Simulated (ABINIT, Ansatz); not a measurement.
# Quasiparticle gap of YHSe (P-6m2) in ABINIT, part 2 of 3

Aim: the G0W0 gap of YHSe (P-6m2) on LDA, step by step.

ABINIT 10.8.3; LDA and many-body steps on it, plane waves. Known limits of the many-body steps: not at the basis limit; exchange with frozen shells missing; no spin-orbit coupling; coarse k mesh.

So far. Step 2 (Ground state): The gap is indirect, with the least direct gap 0.37 eV higher.

## Step 3: Bands along the symmetry lines

Level of this step: DFT, LDA, plane waves, norm-conserving pseudopotentials (ABINIT).

Levels along a band path, at the cheap level, show where the edges lie and whether the meshes to come will hold them.

The input, run.abi:

```
acell 3*1.0 Angstrom
rprim 
  3.840931335803 -0.000000000001 0.000000000000
  -1.920465667901 3.326344110998 0.000000000000
  0.000000000000 0.000000000000 3.915549560000
ntypat 3
znucl 39 1 34
natom 3
typat 1 2 3
xred 
  0.000000000000 0.000000000000 0.000000000000
  0.333333333333 0.666666666667 0.000000000000
  0.666666666667 0.333333333333 0.500000000000
pp_dirpath "pseudos"
pseudos "Y.upf, H.upf, Se.upf"
ecut 39
iscf -2
irdden 1
kptopt 0
nkpt 75
kpt 
  0.00000000 0.00000000 0.00000000
  0.06250000 0.00000000 0.00000000
  0.12500000 0.00000000 0.00000000
  0.18750000 0.00000000 0.00000000
  0.25000000 0.00000000 0.00000000
  0.31250000 0.00000000 0.00000000
  0.37500000 0.00000000 0.00000000
  0.43750000 0.00000000 0.00000000
  0.50000000 0.00000000 0.00000000
  0.47916667 0.04166667 0.00000000
  0.45833333 0.08333333 0.00000000
  0.43750000 0.12500000 0.00000000
  0.41666666 0.16666666 0.00000000
  0.39583333 0.20833333 0.00000000
  0.37500000 0.25000000 0.00000000
  0.35416666 0.29166666 0.00000000
  0.33333333 0.33333333 0.00000000
  0.29166666 0.29166666 0.00000000
  0.25000000 0.25000000 0.00000000
  0.20833333 0.20833333 0.00000000
  0.16666666 0.16666666 0.00000000
  0.12500000 0.12500000 0.00000000
  0.08333333 0.08333333 0.00000000
  0.04166667 0.04166667 0.00000000
  0.00000000 0.00000000 0.00000000
  0.00000000 0.00000000 0.06250000
  0.00000000 0.00000000 0.12500000
  0.00000000 0.00000000 0.18750000
  0.00000000 0.00000000 0.25000000
  0.00000000 0.00000000 0.31250000
  0.00000000 0.00000000 0.37500000
  0.00000000 0.00000000 0.43750000
  0.00000000 0.00000000 0.50000000
  0.06250000 0.00000000 0.50000000
  0.12500000 0.00000000 0.50000000
  0.18750000 0.00000000 0.50000000
  0.25000000 0.00000000 0.50000000
  0.31250000 0.00000000 0.50000000
  0.37500000 0.00000000 0.50000000
  0.43750000 0.00000000 0.50000000
  0.50000000 0.00000000 0.50000000
  0.47916667 0.04166667 0.50000000
  0.45833333 0.08333333 0.50000000
  0.43750000 0.12500000 0.50000000
  0.41666666 0.16666666 0.50000000
  0.39583333 0.20833333 0.50000000
  0.37500000 0.25000000 0.50000000
  0.35416666 0.29166666 0.50000000
  0.33333333 0.33333333 0.50000000
  0.29166666 0.29166666 0.50000000
  0.25000000 0.25000000 0.50000000
  0.20833333 0.20833333 0.50000000
  0.16666666 0.16666666 0.50000000
  0.12500000 0.12500000 0.50000000
  0.08333333 0.08333333 0.50000000
  0.04166667 0.04166667 0.50000000
  0.00000000 0.00000000 0.50000000
  0.50000000 0.00000000 0.50000000
  0.50000000 0.00000000 0.43750000
  0.50000000 0.00000000 0.37500000
  0.50000000 0.00000000 0.31250000
  0.50000000 0.00000000 0.25000000
  0.50000000 0.00000000 0.18750000
  0.50000000 0.00000000 0.12500000
  0.50000000 0.00000000 0.06250000
  0.50000000 0.00000000 0.00000000
  0.33333333 0.33333333 0.50000000
  0.33333333 0.33333333 0.43750000
  0.33333333 0.33333333 0.37500000
  0.33333333 0.33333333 0.31250000
  0.33333333 0.33333333 0.25000000
  0.33333333 0.33333333 0.18750000
  0.33333333 0.33333333 0.12500000
  0.33333333 0.33333333 0.06250000
  0.33333333 0.33333333 0.00000000
istwfk *1
nband 21
nbdbuf 2
tolwfr 1e-08
nstep 40
prtwf 0
prtvol 0
indata_prefix "in"
outdata_prefix "out"
tmpdata_prefix "tmp"
```

Started as:

```bash
> OMP_NUM_THREADS=1 mpirun -n 4 abinit run.abi > log
```

Numbers of over 12 decimals in the logs are rounded to 6 here.

Log:

```text
.Version 10.8.3 of ABINIT. v10.8.2 released Aug 2026.

 Symmetries : space group P-6 m 2 (#187); Bravais hP (primitive hexag.)
[... echo of the input left out ...]
== DATASET  1 ==================================================================
-   mpi_nproc: 4, omp_nthreads: 1 (-1 if OMP is not activated)

--- !DatasetInfo
iteration_state: {dtset: 1, }
dimensions: {natom: 3, nkpt: 75, mband: 21, nsppol: 1, nspinor: 1, nspden: 1, mpw: 3954, }
cutoff_energies: {ecut:  39.0, pawecutdg:  -1.0, }
electrons: {nelect:   2.80000000E+01, charge:   0.00000000E+00, occopt:   1.00000000E+00, tsmear:   1.00000000E-02, }

 Real(R)+Recip(G) space primitive vectors, cartesian coordinates (Bohr,Bohr^-1):
 R(1)=  7.2583083  0.0000000  0.0000000  G(1)=  0.1377732  0.0795434  0.0000000
 R(2)= -3.6291541  6.2858794  0.0000000  G(2)=  0.0000000  0.1590867  0.0000000
 R(3)=  0.0000000  0.0000000  7.3993163  G(3)=  0.0000000  0.0000000  0.1351476
 Unit cell volume ucvol=  3.3759270E+02 bohr^3
 Angles (23,13,12)=  9.00000000E+01  9.00000000E+01  1.20000000E+02 degrees

 getcut: wavevector=  0.0000  0.0000  0.0000  ngfft=  45  45  45
         ecut(hartree)=     39.000   => boxcut(ratio)=   2.11526

--- Pseudopotential description ------------------------------------------------
- Y Generated using ONCVPSP code by D. R. Hamann
- 39.00000  11.00000  180309                  znucl, zion, pspdat
12 -1012 2 -1 1724                            pspcod,pspxc,lmax,lloc,mmax
     nproj     2     2     2
  pspatm : epsatm=   18.49213021
         --- l  ekb(1:nproj) -->
             0   10.120424    0.869710
             1    5.584292    0.424948
             2    1.196176    0.310479
 pspatm: atomic psp has been read  and splines computed

- H Generated using ONCVPSP code by D. R. Hamann
-  1.00000   1.00000  180309                  znucl, zion, pspdat
12 -1012 1 -1 1180                            pspcod,pspxc,lmax,lloc,mmax
     nproj     2     1     0
  pspatm : epsatm=    0.35439867
         --- l  ekb(1:nproj) -->
[...]
1   -0.275071
 pspatm: atomic psp has been read  and splines computed

- Se Generated using ONCVPSP code by D. R. Hamann
- 34.00000  16.00000  180309                  znucl, zion, pspdat
12 -1012 2 -1 1198                            pspcod,pspxc,lmax,lloc,mmax
     nproj     2     2     2
  pspatm : epsatm=   28.37707470
         --- l  ekb(1:nproj) -->
[...]
pspatm: atomic psp has been read  and splines computed

--------------------------------------------------------------------------------

================================================================================
 prteigrs : about to open file out_EIG
 Non-SCF case, kpt    1 (  0.00000  0.00000  0.00000), residuals and eigenvalues=
  7.49E-09  1.67E-09  9.96E-09  1.73E-09  7.47E-09  6.52E-09  5.89E-09  3.70E-09
[...]
7.77E-09  8.15E-09  8.49E-09  2.59E-06  8.82E-04
[...]
Non-SCF case, kpt   74 (  0.33333  0.33333  0.06250), residuals and eigenvalues=
[...]
Non-SCF case, kpt   75 (  0.33333  0.33333  0.00000), residuals and eigenvalues=
[...]
-5.6661E-01 -5.6621E-01 -5.5996E-01 -1.9981E-01  8.4064E-02  1.0262E-01
  1.6190E-01  2.2223E-01  3.2355E-01  3.4796E-01  3.6129E-01  4.8884E-01
[...]
--- !ResultsGS
iteration_state: {dtset: 1, }
comment   : Summary of ground state results
lattice_vectors:
- [  7.2583083,  -0.0000000,   0.0000000, ]
- [ -3.6291541,   6.2858794,   0.0000000, ]
- [  0.0000000,   0.0000000,   7.3993163, ]
lattice_lengths: [   7.25831,    7.25831,    7.39932, ]
lattice_angles: [ 90.000,  90.000, 120.000, ] # degrees, (23, 13, 12)
lattice_volume:   3.3759270E+02
convergence: {deltae:  0.000E+00, res2:  0.000E+00, residm:  9.996E-09, diffor:  0.000E+00, }
etotal    :  -1.62784166E+02
entropy   :   0.00000000E+00
fermie    :   2.48575670E-01
cartesian_stress_tensor: null
pressure_GPa: null
xred      :
- [  0.0000E+00,   0.0000E+00,   0.0000E+00,  Y]
- [  3.3333E-01,   6.6667E-01,   0.0000E+00,  H]
- [  6.6667E-01,   3.3333E-01,   5.0000E-01, Se]
cartesian_forces: null
force_length_stats: {min: null, max: null, mean: null, }

 Integrated electronic density in atomic spheres:
 ------------------------------------------------
 Atom  Sphere_radius  Integrated_density
[...]
================================================================================

 ----iterations are completed or convergence reached----

 Mean square residual over all n,k,spin=   56.622E-10; max=  99.960E-10
 reduced coordinates (array xred) for    3 atoms
[...]
0.333333333333      0.666666666667      0.000000000000
       0.666666666667      0.333333333333      0.500000000000

 cartesian coordinates (angstrom) at end:
    1      0.000000     0.000000     0.000000
    2      3.3e-13     2.217563     0.000000
    3      1.920466     1.108781     1.957775
 length scales=  1.889726125908  1.889726125908  1.889726125908 bohr
              =  1.000000000000  1.000000000000  1.000000000000 angstroms
 prteigrs : about to open file out_EIG
 Eigenvalues (hartree) for nkpt=  75  k points:
 kpt#   1, nband= 21, wtk=  1.00000, kpt=  0.0000  0.0000  0.0000 (reduced coord)
[...]
kpt#   2, nband= 21, wtk=  1.00000, kpt=  0.0625  0.0000  0.0000 (reduced coord)
[...]
kpt#   3, nband= 21, wtk=  1.00000, kpt=  0.1250  0.0000  0.0000 (reduced coord)
[...]
kpt#  74, nband= 21, wtk=  1.00000, kpt=  0.3333  0.3333  0.0625 (reduced coord)
[...]
0.36267    0.48414    0.50645    0.54094    0.55549
 kpt#  75, nband= 21, wtk=  1.00000, kpt=  0.3333  0.3333  0.0000 (reduced coord)
  -1.48685   -1.48667   -1.48667   -1.48526   -1.48526   -1.29479   -0.56661   -0.56621
  -0.55996   -0.19981    0.08406    0.10262    0.16190    0.22223    0.32355    0.34796
   0.36129    0.48884    0.50629    0.53571    0.57126

== END DATASET(S) ==============================================================
================================================================================

 -outvars: echo values of variables after computation  --------
            nband          21
             nkpt          75
          spgroup         187
 [... the other variables as echoed above ...]

 Calculation completed.
```

Wall time 39 s (4 MPI ranks of Arm Neoverse V1, shared host); peak memory 0.35 GiB; 2.6 min of CPU time.

Numbers from this step:

```
gap                        : 1.365 eV
k of the valence top       : 0, 0, 0.5
k of the conduction bottom : 0, 0, 0
least direct gap           : 1.739 eV
```

The gap is 1.365 eV, as in the run before at this level.

Electronic bands along the path, in eV, zero at the top of the highest filled band:

```
    point  band 11  band 12  band 13  band 14  band 15  band 16  band 17  band 18
        Γ    -3.58    -1.69    -1.56    -1.56     1.36     3.74     3.74     3.94
  halfway    -4.42    -2.07    -1.96    -1.48     2.03     3.59     3.71     3.99
        M    -5.28    -2.38    -2.12    -1.45     2.67     3.29     4.26     4.43
  halfway    -5.01    -3.03    -2.37    -0.97     2.43     2.47     3.90     5.65
        K    -4.48    -3.97    -2.36    -0.72     2.04     2.70     3.07     6.54
  halfway    -4.54    -2.22    -2.14    -1.39     2.11     3.17     3.50     4.54
        Γ    -3.58    -1.69    -1.56    -1.56     1.36     3.74     3.74     3.94
  halfway    -5.16    -1.36    -1.36    -0.61     2.22     2.22     2.38     4.45
        A    -6.28    -1.14    -1.14     0.00     1.74     1.74     3.67     3.67
  halfway    -5.28    -2.56    -2.03    -1.82     2.79     3.23     3.90     5.05
        L    -3.92    -3.65    -3.13    -2.31     3.54     4.78     4.87     5.78
  halfway    -3.80    -3.74    -3.11    -2.41     3.92     4.63     5.00     5.17
        H    -3.96    -3.60    -3.02    -2.49     3.91     4.23     5.06     5.67
  halfway    -4.99    -2.85    -2.31    -2.00     3.10     3.45     4.17     5.28
        A    -6.28    -1.14    -1.14     0.00     1.74     1.74     3.67     3.67
jump to L    -3.92    -3.65    -3.13    -2.31     3.54     4.78     4.87     5.78
  halfway    -4.85    -3.05    -2.30    -1.93     2.74     4.07     4.22     4.99
        M    -5.28    -2.38    -2.12    -1.45     2.67     3.29     4.26     4.43
jump to H    -3.96    -3.60    -3.02    -2.49     3.91     4.23     5.06     5.67
  halfway    -4.30    -3.31    -3.08    -2.04     3.61     3.86     4.03     5.64
        K    -4.48    -3.97    -2.36    -0.72     2.04     2.70     3.07     6.54
```

The electronic bands as a text plot (rows in eV, shown from -8.0 to 3.9 only):

```
    3.7 |+++++    +  +  ++++    +++  +  +++  +  +++ +   +++  ++
    3.2 | ++  +++  ++   ++  +      +++++         +++ ++  ++   +++
    2.7 |      +++ ++  +  +  +++   + +            ++   ++ +    ++
    2.2 | +++++   +++++++++    +  +++              ++           +
    1.7 |+                 + ++ +++                 +
    1.2 |                   +
    0.7 |
    0.2 |                        *
   -0.3 |                      ** *                 *
   -0.8 |         *****       *    *                            *
   -1.3 | ********     ***   ********              **     *    *
   -1.8 |******          ****      ****          ***    **    *
   -2.3 |   *************           * *************  ******  *  *
   -2.8 |        *     *             ***     * ***   ** ** *****
   -3.3 |         *   *                ****** * *     **    **
   -3.8 |**        ***    ***           ********     *     *  ***
   -4.3 |  **       *    *   *         **       *    **     *****
   -4.8 |    *    ** ****     *       *          *     *
   -5.3 |     ****                   *            *     ***
   -5.8 |                      **  **              *
   -6.3 |                        **                 *
   -6.8 |
   -7.3 |
   -7.8 |
         Γ     M    K       Γ     A      L   H      A|L   M|H   K
```

## Step 4: Empty states on the mesh, 3×3×4 mesh, 103 bands

The sums over transitions need many empty states on a uniform mesh; this step solves for them.

The input, run.abi:

```
acell 3*1.0 Angstrom
rprim 
  3.840931335803 -0.000000000001 0.000000000000
  -1.920465667901 3.326344110998 0.000000000000
  0.000000000000 0.000000000000 3.915549560000
ntypat 3
znucl 39 1 34
natom 3
typat 1 2 3
xred 
  0.000000000000 0.000000000000 0.000000000000
  0.333333333333 0.666666666667 0.000000000000
  0.666666666667 0.333333333333 0.500000000000
pp_dirpath "pseudos"
pseudos "Y.upf, H.upf, Se.upf"
ecut 39
ngkpt 3 3 4
nshiftk 1
shiftk 0 0 0
kptopt 1
chksymbreak 0
iscf -2
irdden 1
istwfk *1
nband 103
nbdbuf 8
tolwfr 1e-09
nstep 60
prtvol 0
indata_prefix "in"
outdata_prefix "out"
tmpdata_prefix "tmp"
```

Log:

```text
.Version 10.8.3 of ABINIT. v10.8.2 released Aug 2026.

 Symmetries : space group P-6 m 2 (#187); Bravais hP (primitive hexag.)
[... echo of the input left out ...]
== DATASET  1 ==================================================================
-   mpi_nproc: 4, omp_nthreads: 1 (-1 if OMP is not activated)

--- !DatasetInfo
iteration_state: {dtset: 1, }
dimensions: {natom: 3, nkpt: 9, mband: 103, nsppol: 1, nspinor: 1, nspden: 1, mpw: 3939, }
cutoff_energies: {ecut:  39.0, pawecutdg:  -1.0, }
electrons: {nelect:   2.80000000E+01, charge:   0.00000000E+00, occopt:   1.00000000E+00, tsmear:   1.00000000E-02, }

 Real(R)+Recip(G) space primitive vectors, cartesian coordinates (Bohr,Bohr^-1):
 R(1)=  7.2583083  0.0000000  0.0000000  G(1)=  0.1377732  0.0795434  0.0000000
 R(2)= -3.6291541  6.2858794  0.0000000  G(2)=  0.0000000  0.1590867  0.0000000
 R(3)=  0.0000000  0.0000000  7.3993163  G(3)=  0.0000000  0.0000000  0.1351476
 Unit cell volume ucvol=  3.3759270E+02 bohr^3
 Angles (23,13,12)=  9.00000000E+01  9.00000000E+01  1.20000000E+02 degrees

 getcut: wavevector=  0.0000  0.0000  0.0000  ngfft=  45  45  45
         ecut(hartree)=     39.000   => boxcut(ratio)=   2.11526

--- Pseudopotential description ------------------------------------------------
- Y Generated using ONCVPSP code by D. R. Hamann
- 39.00000  11.00000  180309                  znucl, zion, pspdat
12 -1012 2 -1 1724                            pspcod,pspxc,lmax,lloc,mmax
     nproj     2     2     2
  pspatm : epsatm=   18.49213021
         --- l  ekb(1:nproj) -->
             0   10.120424    0.869710
             1    5.584292    0.424948
             2    1.196176    0.310479
 pspatm: atomic psp has been read  and splines computed

- H Generated using ONCVPSP code by D. R. Hamann
-  1.00000   1.00000  180309                  znucl, zion, pspdat
12 -1012 1 -1 1180                            pspcod,pspxc,lmax,lloc,mmax
     nproj     2     1     0
  pspatm : epsatm=    0.35439867
         --- l  ekb(1:nproj) -->
[...]
1   -0.275071
 pspatm: atomic psp has been read  and splines computed

- Se Generated using ONCVPSP code by D. R. Hamann
- 34.00000  16.00000  180309                  znucl, zion, pspdat
12 -1012 2 -1 1198                            pspcod,pspxc,lmax,lloc,mmax
     nproj     2     2     2
  pspatm : epsatm=   28.37707470
         --- l  ekb(1:nproj) -->
[...]
pspatm: atomic psp has been read  and splines computed

--------------------------------------------------------------------------------

================================================================================
 prteigrs : about to open file out_EIG
 Non-SCF case, kpt    1 (  0.00000  0.00000  0.00000), residuals and eigenvalues=
  7.64E-10  2.57E-10  3.57E-10  5.32E-11  8.17E-10  2.85E-10  5.82E-10  1.55E-10
  6.30E-10  1.51E-10  8.89E-11  6.34E-10  1.02E-10  1.56E-10  1.16E-10  9.76E-11
  5.03E-10  2.27E-10  5.17E-10  4.23E-10  7.28E-10  9.68E-10  2.89E-10  7.31E-10
[...]
1.61E-08  6.63E-07  7.15E-06  1.77E-06  2.59E-05  3.45E-06  5.10E-05
 -1.4869E+00 -1.4867E+00 -1.4867E+00 -1.4853E+00 -1.4853E+00 -1.2957E+00
 -5.6179E-01 -5.5818E-01 -5.5818E-01 -2.3769E-01  1.1694E-01  1.8664E-01
  1.9116E-01  1.9116E-01  2.9874E-01  3.8596E-01  3.8596E-01  3.9330E-01
[...]
2.8263E+00  2.8263E+00  2.8724E+00  2.8724E+00  2.8960E+00  2.9765E+00
  2.9781E+00  2.9781E+00  3.0238E+00  3.0324E+00  3.0325E+00  3.0391E+00
  3.0397E+00
 prteigrs : prtvol=0 or 1, do not print more k-points.

--- !ResultsGS
iteration_state: {dtset: 1, }
comment   : Summary of ground state results
lattice_vectors:
- [  7.2583083,  -0.0000000,   0.0000000, ]
- [ -3.6291541,   6.2858794,   0.0000000, ]
- [  0.0000000,   0.0000000,   7.3993163, ]
lattice_lengths: [   7.25831,    7.25831,    7.39932, ]
lattice_angles: [ 90.000,  90.000, 120.000, ] # degrees, (23, 13, 12)
lattice_volume:   3.3759270E+02
convergence: {deltae:  0.000E+00, res2:  0.000E+00, residm:  9.957E-10, diffor:  0.000E+00, }
etotal    :  -1.62784166E+02
entropy   :   0.00000000E+00
fermie    :   2.48575670E-01
cartesian_stress_tensor: null
pressure_GPa: null
xred      :
- [  0.0000E+00,   0.0000E+00,   0.0000E+00,  Y]
- [  3.3333E-01,   6.6667E-01,   0.0000E+00,  H]
- [  6.6667E-01,   3.3333E-01,   5.0000E-01, Se]
cartesian_forces: null
force_length_stats: {min: null, max: null, mean: null, }

 Integrated electronic density in atomic spheres:
 ------------------------------------------------
 Atom  Sphere_radius  Integrated_density
[...]
================================================================================

 ----iterations are completed or convergence reached----

 Mean square residual over all n,k,spin=   46.408E-11; max=  99.566E-11
 reduced coordinates (array xred) for    3 atoms
[...]
0.333333333333      0.666666666667      0.000000000000
       0.666666666667      0.333333333333      0.500000000000

 cartesian coordinates (angstrom) at end:
    1      0.000000     0.000000     0.000000
    2      3.3e-13     2.217563     0.000000
    3      1.920466     1.108781     1.957775
 length scales=  1.889726125908  1.889726125908  1.889726125908 bohr
              =  1.000000000000  1.000000000000  1.000000000000 angstroms
 prteigrs : about to open file out_EIG
 Eigenvalues (hartree) for nkpt=   9  k points:
 kpt#   1, nband=103, wtk=  0.02778, kpt=  0.0000  0.0000  0.0000 (reduced coord)
[...]
2.51356    2.54078    2.56138    2.56138    2.56932    2.56932    2.62707    2.71969
   2.77641    2.78610    2.82630    2.82630    2.87240    2.87240    2.89596    2.97653
   2.97807    2.97807    3.02377    3.03237    3.03252    3.03910    3.03968
 prteigrs : prtvol=0 or 1, do not print more k-points.

== END DATASET(S) ==============================================================
================================================================================

 -outvars: echo values of variables after computation  --------
            nband         103
             nkpt           9
          spgroup         187
 [... the other variables as echoed above ...]

 Calculation completed.
```

It took 50 s on 4 MPI ranks; peak memory 0.32 GiB; 3.3 min of CPU time.

Numbers from this step:

```yaml
gap: 1.365 eV
k_of_the_valence_top: 0, 0, 0.5
k_of_the_conduction_bottom: 0, 0, 0
least_direct_gap: 1.739 eV
k_points_computed: 9
lowest_point_of_the_top_converged_band_above_the_valence_top: 67.2625 eV
```

On this mesh the gap is 1.365 eV.

(Part 2 of 3 ends here.)

[Paths, hosts, dates, memory and timing lines, banners, echoed tables and standing remarks are left out of the program output.]

[Logs are printed without paths, hosts, clocks, repeated set-up lines and the standing remarks that a program may print on its own settings, such as how far it seeks lower states.]

[Runs of the session that timed out or met a known fault of the program may be left out.]

[Hosts, paths, dates, database ids (printed as entryN), source tags and the programs' standing remarks are cut or masked in the printed files.]

[G0W0 gaps are taken among the corrected bands and points alone; a level outside them can change the order at an edge.]

[Where Ansatz stands beside ABINIT at settings called matched, ABINIT's density can come from a denser mesh and the files from another edition; pairs whose starting gaps differed by over 0.03 eV were left out, so agreement reads better than it is.]
